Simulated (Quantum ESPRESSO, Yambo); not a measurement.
An input for Yambo 5.3.0 (CdWO4 (P2/c)):

```
HF_and_locXC
gw0
dyson
ppa
em1d
rim_cut
RandQpts= 1000000
RandGvec= 1 RL
EXXRLvcs= 94 Ry
VXCRLvcs= 376 Ry
Chimod= "HARTREE"
% BndsRnXp
 1 | 108 |
%
NGsBlkXp= 4 Ry
% LongDrXp
 1 | 1 | 1 |
%
% GbndRnge
 1 | 108 |
%
DysSolver= "n"
ExtendOut
PPAPntXp= 27.21138 eV
% QPkrange
 3 | 3 | 57 | 60 |
 1 | 1 | 57 | 60 |
%
```

```sh
OMP_NUM_THREADS=1 mpirun -n 8 yambo -F gw5.in -J gw5 -C gw5 > gw5.log
```

The stored states that it reads are on a 4×2×2 mesh. It takes space group P2/c (No. 13, monoclinic). The conventional cell has a = 5.040 Å, b = 5.870 Å, c = 5.084 Å, α = 90.00°, β = 91.48°, γ = 90.00°. Cd has 6 O at 2.20 to 2.43 Å nearest. W has 6 O at 1.78 to 2.15 Å nearest. Nearest to O lie 2 W at 1.92 to 2.15 Å and 1 Cd at 2.20 Å. Nearest to O lie 1 W at 1.78 Å and 2 Cd at 2.28 to 2.43 Å. Farther neighbours and most contacts between anions are not listed.

Question: How long will it take on 8 MPI ranks of Arm Neoverse N1, shared host, and how much memory?

It took 2.3 min; on shared hardware allow 70 s to 4.7 min. Peak host memory was 14 GiB.

The screening grows as filled bands × empty bands × pairs of k points, times the square of the screening basis for the matrix.

[Paths, hosts, dates, memory and timing lines, banners, echoed tables and standing remarks are left out of the program output.]

[Logs are printed without paths, hosts, clocks, repeated set-up lines and the standing remarks that a program may print on its own settings, such as how far it seeks lower states.]

[Runs of the session that timed out or met a known fault of the program may be left out.]

[Hosts, paths, dates, database ids (printed as entryN), source tags and the programs' standing remarks are cut or masked in the printed files.]
